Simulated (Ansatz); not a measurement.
# Y_Sn in SnO2 (P4_2/mnm): charge-transition levels and formation energies, part 2 of 2

Aim: at which Fermi levels does Y_Sn in SnO2 (P4_2/mnm) change its charge? The model is a cell of 72 host atoms with 1 Sn taken out and 1 Y put in.

Ansatz; place-levels on r2SCAN runs: charge-transition levels and formation energies with image-charge correction and potential alignment at the atomic sites; PAW set soft_1.

So far: The starting structure; Charge states; Levels against the band edges, r2SCAN.

## 3. Levels against the band edges, r2SCAN (continued)

Levels between the charges placed, in eV above the valence top:

```
        gap (eV)  (+1/0)  (0/−1)
r2SCAN      1.80    0.00    0.04
```

Corrections by state:

```
charge  moment (μB)  image terms and alignment (eV)  band filling (eV)                                  ε used  over the lowest of its charge, as the program ranks them, band filling apart (eV)
    +1          0.0                           0.023             -0.234  principal values (10.42, 13.48, 13.48)                                                                              0.000
     0          1.0                           0.000                  -                                       -                                                                              0.000
    −1          0.0                           0.150                  -  principal values (10.42, 13.48, 13.48)                                                                              0.000
    +1          2.0                           0.059                  -  principal values (10.42, 13.48, 13.48)                                                                              0.198
```

The charged structures listed were also run neutral, and place-levels reads from each pair, by the potential or the spins, how wide the charge is by which they differ; that can be the carrier of either run.

```
charge  rms radius (Å)  spread where it is widest against the cell (Å)  wide from (Å)  reading
    +1             7.0                                            4.45           1.66     wide
    −1             6.1                                            4.31           1.66     wide
```

The neutral runs of these pairs need not share the spin of the lowest neutral state, and very wide values only mean spread over the cell.

From the program's caveats on the states, each cut to its opening words:

- charge +1: it parts from the run at its places by a charge that spreads by about 4.4 Å along one vector (1.7 Å or more is wide), by its potential at epsilon [4.6, 4.6, [...]
- charge +1: a band-filling correction moves a carrier to the host's band edge, which changes its energy by -0.234 eV
- charge 0 (1 μB), +1 (2 μB): flagged: stability check not made
- charge −1: it parts from the run at its places by a charge that spreads by about 4.3 Å along one vector (1.7 Å or more is wide), by its potential at epsilon [4.6, 4.6, [...]
- charge +1 (2 μB): it parts from the run at its places by a charge that spreads by about 4.5 Å along one vector (1.7 Å or more is wide), by its potential at epsilon [4.6, 4.6, [...]
- charge +1 (2 μB): its moments are held at its close (magnetization.spin_locking), by a field of 0.050 eV a Bohr magneton, and its energy and levels are of the state that this [...]

Chemical potentials of the elements' reference phases, run alike. Formation energy by charge state (elemental references; gap 1.80 eV):

```
charge  at valence top (eV)  at conduction bottom (eV)  correction included (eV)
    +1                -2.26                      -0.46                     -0.21
     0                -2.26                      -2.26                      0.00
    −1                -2.22                      -4.01                      0.15
```

| Fermi level (eV) | lowest formation energy (eV) |
| --- | --- |
| 0.00 | -2.26 |
| 0.16 | -2.38 |
| 0.33 | -2.54 |
| 0.49 | -2.71 |
| 0.65 | -2.87 |
| 0.82 | -3.03 |
| 0.98 | -3.20 |
| 1.14 | -3.36 |
| 1.31 | -3.52 |
| 1.47 | -3.69 |
| 1.63 | -3.85 |
| 1.80 | -4.01 |

## 4. The same at the relaxations' own k-points

The relaxations' own energies give the levels at their sampling, for comparison.

levels.relax_mesh.yaml

```yaml
host:
  run: host.relax.run
states: [qm1.relax.run, q0_M1.relax.run, qp1.relax.run, qp1_M2.relax.run]
chemical_potentials:
  Sn:
    energy: -6038.703821
    dataset: <sha256 of the dataset>
  "Y":
    energy: -3859.72699
    dataset: "<sha256 of the dataset>"
```

On the command line:

```bash
$ ansatz place-levels levels.relax_mesh.yaml -- --threads 4 --pin off --max-ram 15073MiB
```

What it wrote:

```text
[...]
(0/-1) 0.039 eV above the valence edge, 1.757 eV under the conduction edge
formation energy of charge +1: -2.264 eV with the Fermi level at the valence edge
formation energy of charge 0: -2.264 eV with the Fermi level at the valence edge
formation energy of charge -1: -2.225 eV with the Fermi level at the valence edge
  edges by r2scan, gap 1.795 eV; the host is sampled to repeats of 13.46 Å
[... the lines on each state left out ...]
```

Wall time 0.15 s (4 threads of Arm Neoverse V1, shared host).

Levels between neighbouring charges, in eV above the valence top:

```
                        gap (eV)  (+1/0)  (0/−1)
one point at (¼, ¼, ¼)      1.80    0.00    0.04
  a 2×2×2 shifted mesh      1.80    0.00    0.04
```

Going from one point at (¼, ¼, ¼) to a 2×2×2 shifted mesh moves the levels that carry no band-filling term by up to 0.00 eV and formation energies against the elements by up to 0.01 eV; band-filling terms, which differ between samplings, are in these energies.

## 5. Summary of results

```
gap of the host                                                             : 1.80 eV (r2SCAN)
level (plus 1/0)                                                            : 0.00 eV above the valence top (-0.23 eV above the valence top without the band-filling term)
level (0/minus 1)                                                           : 0.04 eV above the valence top
lowest of the charges placed, just above the valence top (0.02 eV)          : 0
lowest of the charges placed, just below the conduction bottom (0.02 eV)    : −1
lowest formation energy at mid-gap of the charges run, elemental references : -3.11 eV
```

**Reading.** Of the charges placed (−1, 0 and +1), the lowest changes at 0.04 eV (0/−1) above the valence top, in a gap of 1.80 eV. (0/−1) lies nearer to a band edge than the share of the finite-size correction in it (0.15 eV), and that correction holds for a localised charge alone. (0/−1) lies 0.04 eV from a band edge, less than the doubt on such levels. Charges below −1 were not placed, so these runs say nothing of levels that involve them. States placed: +1 at 0 μB and 2 μB; 0 at 1 μB; −1 at 0 μB. Other spin states or structures, where not listed, weren't placed. The program finds carriers beyond a band edge of the host and adds a band-filling term at charge +1 (-0.23 eV); steps to such a charge show no bound level, and a defect level inside a band would be read the same way. Y is taken at its element; compounds, which aren't counted here, bound the chemical potentials and would shift these formation energies. The lowest formation energy (elemental references) is negative across the gap, so the defect would form by itself: these chemical potentials lie beyond what competing compounds allow, or the host is unstable against it. Going from one point at (¼, ¼, ¼) to a 2×2×2 shifted mesh moves the levels that carry no band-filling term by up to 0.00 eV and formation energies against the elements by up to 0.01 eV; band-filling terms, which differ between samplings, are in these energies. What this leaves open: r2SCAN makes the gap too small and tends to spread out bound carriers; where a gas molecule sets a chemical potential or the host's formation energy, its binding is uncorrected; spin–orbit coupling, which can matter with heavy atoms, is left out.

Computed beside measured:

| quantity | measured | r2SCAN |
| --- | --- | --- |
| band gap (least gap of the host) (eV) | 3.6 | 1.80 (-1.80 eV) |

Measured values from pmc:9565917 (2022).

How well it matches: The band gap is off by -1.80 eV. Local and semilocal functionals usually give gaps below the measured ones. Spin-orbit coupling, left out here, can change the gap with such heavy elements. Zero-point and thermal motion shift the measured gap.

[Logs are printed without paths, hosts, clocks, repeated set-up lines and the standing remarks that a program may print on its own settings, such as how far it seeks lower states.]

[Hosts, paths, dates, database ids (printed as entryN), source tags and the programs' standing remarks are cut or masked in the printed files.]

[Where a table of states has a column of steps, it counts the stored structures, which are thinned; the runs took as many ionic steps or more.]

[A defect's name tells the site on which it was built; relaxed atoms can leave that site.]

[For some hosts the program warned that the k-mesh of the response run may be too coarse for force constants and the static dielectric constant; such warnings are not shown here.]
